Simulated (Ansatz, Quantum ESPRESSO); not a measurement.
# Ballistic transmission: vacuum gap of 3.5 Å between two Pt(111) faces, part 2 of 4

Wanted: the transmission near the Fermi level and the conductance of this junction: vacuum gap of 3.5 Å between two Pt(111) faces.

Quantum ESPRESSO 7.5; plane-wave DFT, LDA, GBRV ultrasoft pseudopotentials; cross-check by Ansatz 0.2.0 with PAW datasets.

So far. Step 2 (SCF with pw.x): The run needed 13 iterations to bring the estimated error under 1e-07 Ry; the largest force on any atom, held or free, is 0.19 eV/Å.

## Step 3: The open system

Level of this step: transmission by pwcond, lead and junction from one cell; plane-wave DFT, LDA, GBRV ultrasoft pseudopotentials (Quantum ESPRESSO).

prefixt takes both regions from one run: the lead from 0 to bdl, the scattering region from bdl to bds (units of alat). ikind = 1 puts the same lead on both sides. The program's T_tot counts both spins in a run without spin; the tables below give T per spin.

Input file cond.in:

```
&inputcond
  outdir = './out'
  prefixt = 'scf'
  tran_file = 'cond.dat'
  bdl = 2.4494897442
  bds = 15.1272296520
  ikind = 1
  ewind = 4.0
  epsproj = 1e-05
  nz1 = 7
  energy0 = 0.4
  denergy = -0.4
/
19
  0.00000000 0.00000000 0.00694444
  0.00000000 0.08333333 0.04166667
  0.00000000 0.16666667 0.04166667
  0.00000000 0.25000000 0.04166667
  0.00000000 0.33333333 0.04166667
  0.00000000 0.41666667 0.04166667
  0.00000000 0.50000000 0.02083333
  0.08333333 0.16666667 0.04166667
  0.08333333 0.25000000 0.08333333
  0.08333333 0.33333333 0.08333333
  0.08333333 0.41666667 0.08333333
  0.08333333 0.50000000 0.08333333
  0.16666667 0.33333333 0.04166667
  0.16666667 0.41666667 0.08333333
  0.16666667 0.50000000 0.08333333
  0.16666667 0.58333333 0.04166667
  0.25000000 0.50000000 0.04166667
  0.25000000 0.58333333 0.08333333
  0.33333333 0.66666667 0.01388889
3
```

Launch:

```sh
> OMP_NUM_THREADS=1 mpirun -n 4 pwcond.x -in cond.in > cond.out
```

Output:

```text
[banner, memory and clock lines left out]
Program PWCOND v.7.5 starts

          URL

     ./out/scf.save/

     IMPORTANT: XC functional enforced from input :
     Exchange-correlation= PZ
                           (   1   1   0   0   0   0   0)
     Any further DFT definition will be discarded
     Please, verify this is what you really want

     negative rho (up, down):  3.029E+00 0.000E+00
     Reading collected, re-writing distributed wavefunctions

===== INPUT FILE containing all the regions =====

     GEOMETRY:

     lattice parameter (alat)  =       5.3049  a.u.
     the volume                =    1955.7492 (a.u.)^3
     the cross section         =      24.3713 (a.u.)^2
     l of the unit cell        =      15.1272 (alat)
     number of atoms/cell      =           18
     number of atomic types    =            1

     crystal axes: (cart. coord. in units of alat)
               a(1) = (  1.0000  0.0000  0.0000 )
               a(2) = (  0.5000  0.8660  0.0000 )
               a(3) = (  0.0000  0.0000 15.1272 )

   Cartesian axes

     site n.     atom                  positions (alat units)
          1        Pt     tau(  1)=(  0.0000  0.0000 15.1272  )
          2        Pt     tau(  2)=(  0.5000  0.2887  0.8165  )
          3        Pt     tau(  3)=(  1.0000  0.5774  1.6330  )
          4        Pt     tau(  4)=(  0.0000  0.0000  2.4495  )
          5        Pt     tau(  5)=(  0.5000  0.2887  3.2660  )
          6        Pt     tau(  6)=(  1.0000  0.5774  4.0825  )
          7        Pt     tau(  7)=(  0.0000  0.0000  4.8990  )
          8        Pt     tau(  8)=(  0.5000  0.2887  5.7155  )
          9        Pt     tau(  9)=(  1.0000  0.5774  6.5320  )
         10        Pt     tau( 10)=(  0.0000  0.0000  7.7788  )
         11        Pt     tau( 11)=(  0.5000  0.2887  8.5953  )
         12        Pt     tau( 12)=(  1.0000  0.5774  9.4118  )
         13        Pt     tau( 13)=(  0.0000  0.0000 10.2283  )
         14        Pt     tau( 14)=(  0.5000  0.2887 11.0447  )
         15        Pt     tau( 15)=(  1.0000  0.5774 11.8612  )
         16        Pt     tau( 16)=(  0.0000  0.0000 12.6777  )
         17        Pt     tau( 17)=(  0.5000  0.2887 13.4942  )
         18        Pt     tau( 18)=(  1.0000  0.5774 14.3107  )

     nr1s                      =           24
     nr2s                      =           24
     nr3s                      =          324
     nr1sx                     =           24
     nr2sx                     =           24
     nr3sx                     =          324
     nr1                       =           24
     nr2                       =           24
     nr3                       =          375
     nr1x                      =           24
     nr2x                      =           24
     nr3x                      =          375

 _______________________________
  Radii of nonlocal spheres:

     type       ibeta     ang. mom.          radius (alat units)
       Pt         1         0                    0.4683
       Pt         2         0                    0.4683
       Pt         3         1                    0.4683
       Pt         4         1                    0.4683
       Pt         5         2                    0.4683
       Pt         6         2                    0.4683
----- General information -----

--- T calc. with identical leads (ikind=1) ---

     nrx                       =           24
     nry                       =           24
     nz1                       =            7

     energy0               =         4.0E-01
     denergy               =        -4.0E-01
     nenergy               =          3
     ecut2d                =         4.0E+01
     ewind                 =         4.0E+00
     epsproj               =         1.0E-05

     number of k_|| points=   19
                       cryst. coord.
        k(    1) = (   0.0000000   0.0000000), wk =   0.0069444
        k(    2) = (   0.0000000   0.0833333), wk =   0.0416667
        k(    3) = (   0.0000000   0.1666667), wk =   0.0416667
        k(    4) = (   0.0000000   0.2500000), wk =   0.0416667
        k(    5) = (   0.0000000   0.3333333), wk =   0.0416667
        k(    6) = (   0.0000000   0.4166667), wk =   0.0416667
        k(    7) = (   0.0000000   0.5000000), wk =   0.0208333
        k(    8) = (   0.0833333   0.1666667), wk =   0.0416667
        k(    9) = (   0.0833333   0.2500000), wk =   0.0833333
        k(   10) = (   0.0833333   0.3333333), wk =   0.0833333
        k(   11) = (   0.0833333   0.4166667), wk =   0.0833333
        k(   12) = (   0.0833333   0.5000000), wk =   0.0833333
        k(   13) = (   0.1666667   0.3333333), wk =   0.0416667
        k(   14) = (   0.1666667   0.4166667), wk =   0.0833333
        k(   15) = (   0.1666667   0.5000000), wk =   0.0833333
        k(   16) = (   0.1666667   0.5833333), wk =   0.0416667
        k(   17) = (   0.2500000   0.5000000), wk =   0.0416667
        k(   18) = (   0.2500000   0.5833333), wk =   0.0833333
        k(   19) = (   0.3333333   0.6666667), wk =   0.0138889
----- Information about left/right lead -----

     nocros                   =           18
     noins                    =           36
     norb                     =           72
     norbf                    =          288
     nrz                      =           52

      iorb      type   ibeta   ang. mom.   m       position (alat)
        1        1       1        0        1   taunew(   1)=(  0.0000  0.0000  0.0000)
        2        1       2        0        1   taunew(   2)=(  0.0000  0.0000  0.0000)
        3        1       3        1        1   taunew(   3)=(  0.0000  0.0000  0.0000)
        4        1       3        1        2   taunew(   4)=(  0.0000  0.0000  0.0000)
        5        1       3        1        3   taunew(   5)=(  0.0000  0.0000  0.0000)
        6        1       4        1        1   taunew(   6)=(  0.0000  0.0000  0.0000)
        7        1       4        1        2   taunew(   7)=(  0.0000  0.0000  0.0000)
        8        1       4        1        3   taunew(   8)=(  0.0000  0.0000  0.0000)
        9        1       5        2        1   taunew(   9)=(  0.0000  0.0000  0.0000)
       10        1       5        2        2   taunew(  10)=(  0.0000  0.0000  0.0000)
       11        1       5        2        3   taunew(  11)=(  0.0000  0.0000  0.0000)
       12        1       5        2        4   taunew(  12)=(  0.0000  0.0000  0.0000)
       13        1       5        2        5   taunew(  13)=(  0.0000  0.0000  0.0000)
       14        1       6        2        1   taunew(  14)=(  0.0000  0.0000  0.0000)
       15        1       6        2        2   taunew(  15)=(  0.0000  0.0000  0.0000)
[...]
248        1       6        2        1   taunew( 248)=(  0.5000  0.2887 11.0447)
      249        1       6        2        2   taunew( 249)=(  0.5000  0.2887 11.0447)
      250        1       6        2        3   taunew( 250)=(  0.5000  0.2887 11.0447)
      251        1       6        2        4   taunew( 251)=(  0.5000  0.2887 11.0447)
      252        1       6        2        5   taunew( 252)=(  0.5000  0.2887 11.0447)
      253        1       1        0        1   taunew( 253)=(  1.0000  0.5774 11.8612)
      254        1       2        0        1   taunew( 254)=(  1.0000  0.5774 11.8612)
      255        1       3        1        1   taunew( 255)=(  1.0000  0.5774 11.8612)
      256        1       3        1        2   taunew( 256)=(  1.0000  0.5774 11.8612)
      257        1       3        1        3   taunew( 257)=(  1.0000  0.5774 11.8612)
      258        1       4        1        1   taunew( 258)=(  1.0000  0.5774 11.8612)
      259        1       4        1        2   taunew( 259)=(  1.0000  0.5774 11.8612)
      260        1       4        1        3   taunew( 260)=(  1.0000  0.5774 11.8612)
      261        1       5        2        1   taunew( 261)=(  1.0000  0.5774 11.8612)
      262        1       5        2        2   taunew( 262)=(  1.0000  0.5774 11.8612)
      263        1       5        2        3   taunew( 263)=(  1.0000  0.5774 11.8612)
      264        1       5        2        4   taunew( 264)=(  1.0000  0.5774 11.8612)
      265        1       5        2        5   taunew( 265)=(  1.0000  0.5774 11.8612)
      266        1       6        2        1   taunew( 266)=(  1.0000  0.5774 11.8612)
      267        1       6        2        2   taunew( 267)=(  1.0000  0.5774 11.8612)
      268        1       6        2        3   taunew( 268)=(  1.0000  0.5774 11.8612)
      269        1       6        2        4   taunew( 269)=(  1.0000  0.5774 11.8612)
      270        1       6        2        5   taunew( 270)=(  1.0000  0.5774 11.8612)
      271        1       1        0        1   taunew( 271)=(  0.0000  0.0000 12.6777)
      272        1       2        0        1   taunew( 272)=(  0.0000  0.0000 12.6777)
      273        1       3        1        1   taunew( 273)=(  0.0000  0.0000 12.6777)
      274        1       3        1        2   taunew( 274)=(  0.0000  0.0000 12.6777)
      275        1       3        1        3   taunew( 275)=(  0.0000  0.0000 12.6777)
      276        1       4        1        1   taunew( 276)=(  0.0000  0.0000 12.6777)
      277        1       4        1        2   taunew( 277)=(  0.0000  0.0000 12.6777)
      278        1       4        1        3   taunew( 278)=(  0.0000  0.0000 12.6777)
      279        1       5        2        1   taunew( 279)=(  0.0000  0.0000 12.6777)
      280        1       5        2        2   taunew( 280)=(  0.0000  0.0000 12.6777)
      281        1       5        2        3   taunew( 281)=(  0.0000  0.0000 12.6777)
      282        1       5        2        4   taunew( 282)=(  0.0000  0.0000 12.6777)
      283        1       5        2        5   taunew( 283)=(  0.0000  0.0000 12.6777)
      284        1       6        2        1   taunew( 284)=(  0.0000  0.0000 12.6777)
      285        1       6        2        2   taunew( 285)=(  0.0000  0.0000 12.6777)
      286        1       6        2        3   taunew( 286)=(  0.0000  0.0000 12.6777)
      287        1       6        2        4   taunew( 287)=(  0.0000  0.0000 12.6777)
      288        1       6        2        5   taunew( 288)=(  0.0000  0.0000 12.6777)
 ngper, shell number =           85          11
 ngper, n2d =           85          80
---  E-Ef =    0.4000000  k =    0.0000000   0.0000000
---  ie =          1  ik =          1
 Nchannels of the left tip =            0
 Right moving states:
   k1(2pi/a)   k2(2pi/a)   E-Ef (eV)
 Left moving states:
   k1(2pi/a)   k2(2pi/a)   E-Ef (eV)

 to transmit
          E-Ef(ev), T =    0.4000000   0.0000000
---  E-Ef =    0.0000000  k =    0.0000000   0.0000000
---  ie =          2  ik =          1
 Nchannels of the left tip =            2
 Right moving states:
   k1(2pi/a)   k2(2pi/a)   E-Ef (eV)
   0.4177315   0.0000004   0.0000000
   0.4177315   0.0000004   0.0000000
 Left moving states:
   k1(2pi/a)   k2(2pi/a)   E-Ef (eV)
  -0.4177315   0.0000004   0.0000000
  -0.4177315   0.0000004   0.0000000

 to transmit
 Band j to band i transmissions and reflections:
    j         i     |T_ij|^2    |R_ij|^2

    1 -->     1     0.10468     0.00160
    1 -->     2     0.00000     0.89373
   Total T_j, R_j =    0.10468  0.89532

    2 -->     1     0.00000     0.89373
    2 -->     2     0.10468     0.00160
   Total T_j, R_j =    0.10468  0.89532

E-Ef(ev), T(x2 spins) =    0.0000000   0.4187159
---  E-Ef =   -0.4000000  k =    0.0000000   0.0000000
---  ie =          3  ik =          1
 Nchannels of the left tip =            3
 Right moving states:
   k1(2pi/a)   k2(2pi/a)   E-Ef (eV)
   0.1576227   0.0000004  -0.4000000
   0.1576227   0.0000004  -0.4000000
   0.4696433   0.0000011  -0.4000000
 Left moving states:
   k1(2pi/a)   k2(2pi/a)   E-Ef (eV)
  -0.1576228   0.0000004  -0.4000000
  -0.1576228   0.0000004  -0.4000000
  -0.4696433   0.0000011  -0.4000000

 to transmit
 Band j to band i transmissions and reflections:
    j         i     |T_ij|^2    |R_ij|^2

    1 -->     1     0.01463     0.98522
    1 -->     2     0.00000     0.00015
    1 -->     3     0.00000     0.00000
   Total T_j, R_j =    0.01463  0.98537

    2 -->     1     0.00000     0.00015
    2 -->     2     0.01463     0.98522
    2 -->     3     0.00000     0.00000
   Total T_j, R_j =    0.01463  0.98537

    3 -->     1     0.00000     0.00000
    3 -->     2     0.00000     0.00000
    3 -->     3     0.92047     0.07953
   Total T_j, R_j =    0.92047  0.07953

E-Ef(ev), T(x2 spins) =   -0.4000000   1.8994484
 ngper, shell number =           81          45
 ngper, n2d =           81          80
[... further energies and points left out ...]
---  E-Ef =    0.4000000  k =    0.3333333   0.6666667
---  ie =          1  ik =         19
 Nchannels of the left tip =            0
 Right moving states:
   k1(2pi/a)   k2(2pi/a)   E-Ef (eV)
 Left moving states:
   k1(2pi/a)   k2(2pi/a)   E-Ef (eV)

 to transmit
          E-Ef(ev), T =    0.4000000   0.0000000
---  E-Ef =    0.0000000  k =    0.3333333   0.6666667
---  ie =          2  ik =         19
 Nchannels of the left tip =            0
 Right moving states:
   k1(2pi/a)   k2(2pi/a)   E-Ef (eV)
 Left moving states:
   k1(2pi/a)   k2(2pi/a)   E-Ef (eV)

 to transmit
          E-Ef(ev), T =    0.0000000   0.0000000
---  E-Ef =   -0.4000000  k =    0.3333333   0.6666667
---  ie =          3  ik =         19
 Nchannels of the left tip =            3
 Right moving states:
   k1(2pi/a)   k2(2pi/a)   E-Ef (eV)
   0.2189204  -0.0000019  -0.4000000
   0.2194332   0.0000003  -0.4000000
   0.2196028   0.0000003  -0.4000000
 Left moving states:
   k1(2pi/a)   k2(2pi/a)   E-Ef (eV)
  -0.2189204  -0.0000019  -0.4000000
  -0.2194332   0.0000003  -0.4000000
  -0.2196028   0.0000003  -0.4000000

 to transmit
 Band j to band i transmissions and reflections:
    j         i     |T_ij|^2    |R_ij|^2

    1 -->     1     0.30152     0.69848
    1 -->     2     0.00000     0.00000
    1 -->     3     0.00000     0.00000
   Total T_j, R_j =    0.30152  0.69848

    2 -->     1     0.00000     0.00000
    2 -->     2     0.30915     0.69084
    2 -->     3     0.00000     0.00001
   Total T_j, R_j =    0.30915  0.69085

    3 -->     1     0.00000     0.00000
    3 -->     2     0.00000     0.00001
    3 -->     3     0.02168     0.97831
   Total T_j, R_j =    0.02168  0.97832

E-Ef(ev), T(x2 spins) =   -0.4000000   1.2647063
   T_tot     0.40000      0.71586E+00
   T_tot     0.00000      0.11258E+01
   T_tot    -0.40000      0.13108E+01

Note: The following floating-point exceptions are signalling: IEEE_UNDERFLOW_FLAG
Note: The following floating-point exceptions are signalling: IEEE_UNDERFLOW_FLAG
Note: The following floating-point exceptions are signalling: IEEE_UNDERFLOW_FLAG
Note: The following floating-point exceptions are signalling: IEEE_UNDERFLOW_FLAG
```

It took 1.8 min on 4 MPI ranks of Arm Neoverse V2, shared host; peak memory 0.3 GiB.

Read from the output:

```
lead channels at the Fermi level, one spin : 1.889
transmission at the Fermi level, one spin  : 0.5629
conductance                                : 0.5629 G₀
```

Per spin; mean over the k mesh across the current. The open channels, zone mean by energy, zero at the Fermi level:

| energy (eV) | open channels, zone mean |
| --- | --- |
| -0.400 | 1.75 |
| 0.000 | 1.89 |
| 0.400 | 1.02 |

Per spin; mean over the k mesh across the current. Table of transmission, zone mean by energy, zero at the Fermi level:

| energy (eV) | transmission, zone mean |
| --- | --- |
| -0.400 | 0.655 |
| 0.000 | 0.563 |
| 0.400 | 0.358 |

At 0.000 eV; k in fractions of b1, b2. Transmission by k point:

| k1 | k2 | weight | t | channels |
| --- | --- | --- | --- | --- |
| 0 | 0 | 0.006944 | 0.2094 | 2 |
| 0 | 0.08333 | 0.04167 | 1.09 | 2 |
| 0 | 0.1667 | 0.04167 | 0.9285 | 2 |
| 0 | 0.25 | 0.04167 | 0.7902 | 2 |
| 0 | 0.3333 | 0.04167 | 0.6707 | 2 |
| 0 | 0.4167 | 0.04167 | 0.544 | 4 |
| 0 | 0.5 | 0.02083 | 0.2122 | 2 |
| 0.08333 | 0.1667 | 0.04167 | 0.8146 | 1 |
| 0.08333 | 0.25 | 0.08333 | 0.7137 | 1 |
| 0.08333 | 0.3333 | 0.08333 | 0.7638 | 2 |
| 0.08333 | 0.4167 | 0.08333 | 0.4742 | 2 |
| 0.08333 | 0.5 | 0.08333 | 0.6636 | 2 |
| 0.1667 | 0.3333 | 0.04167 | 0.5852 | 1 |
| 0.1667 | 0.4167 | 0.08333 | 0.5231 | 2 |
| 0.1667 | 0.5 | 0.08333 | 0.4651 | 2 |
| 0.1667 | 0.5833 | 0.04167 | 0.2966 | 1 |
| 0.25 | 0.5 | 0.04167 | 0.1913 | 3 |
| 0.25 | 0.5833 | 0.08333 | 0.1258 | 2 |
| 0.3333 | 0.6667 | 0.01389 | 0 | 0 |

The program's own clock; routines nest. Time by routine:

| routine | wall time (s) | calls |
| --- | --- | --- |
| PWCOND | 106.8 | 1 |
| scatter_forw | 92.45 | 114 |
| local | 5.22 | 19 |
| compbs | 5.16 | 57 |
| compbs_2 | 4.31 | 57 |
| init | 0.49 | 1 |
| poten | 0.04 | 1 |

The run is unpolarised; a magnetic state was not tried, may lie lower and would change T.

At no point does T exceed the number of channels.

(Continued in part 3 of 4.)

[Logs are printed without paths, hosts, clocks, repeated set-up lines and the standing remarks that a program may print on its own settings, such as how far it seeks lower states.]

[Hosts, paths, dates, database ids (printed as entryN), source tags and the programs' standing remarks are cut or masked in the printed files.]

[Maps of the electrostatic potential energy from Ansatz leave out the sawtooth potential of an applied field or a dipole correction, so their vacuum need not be flat; planar profiles and work functions include it.]
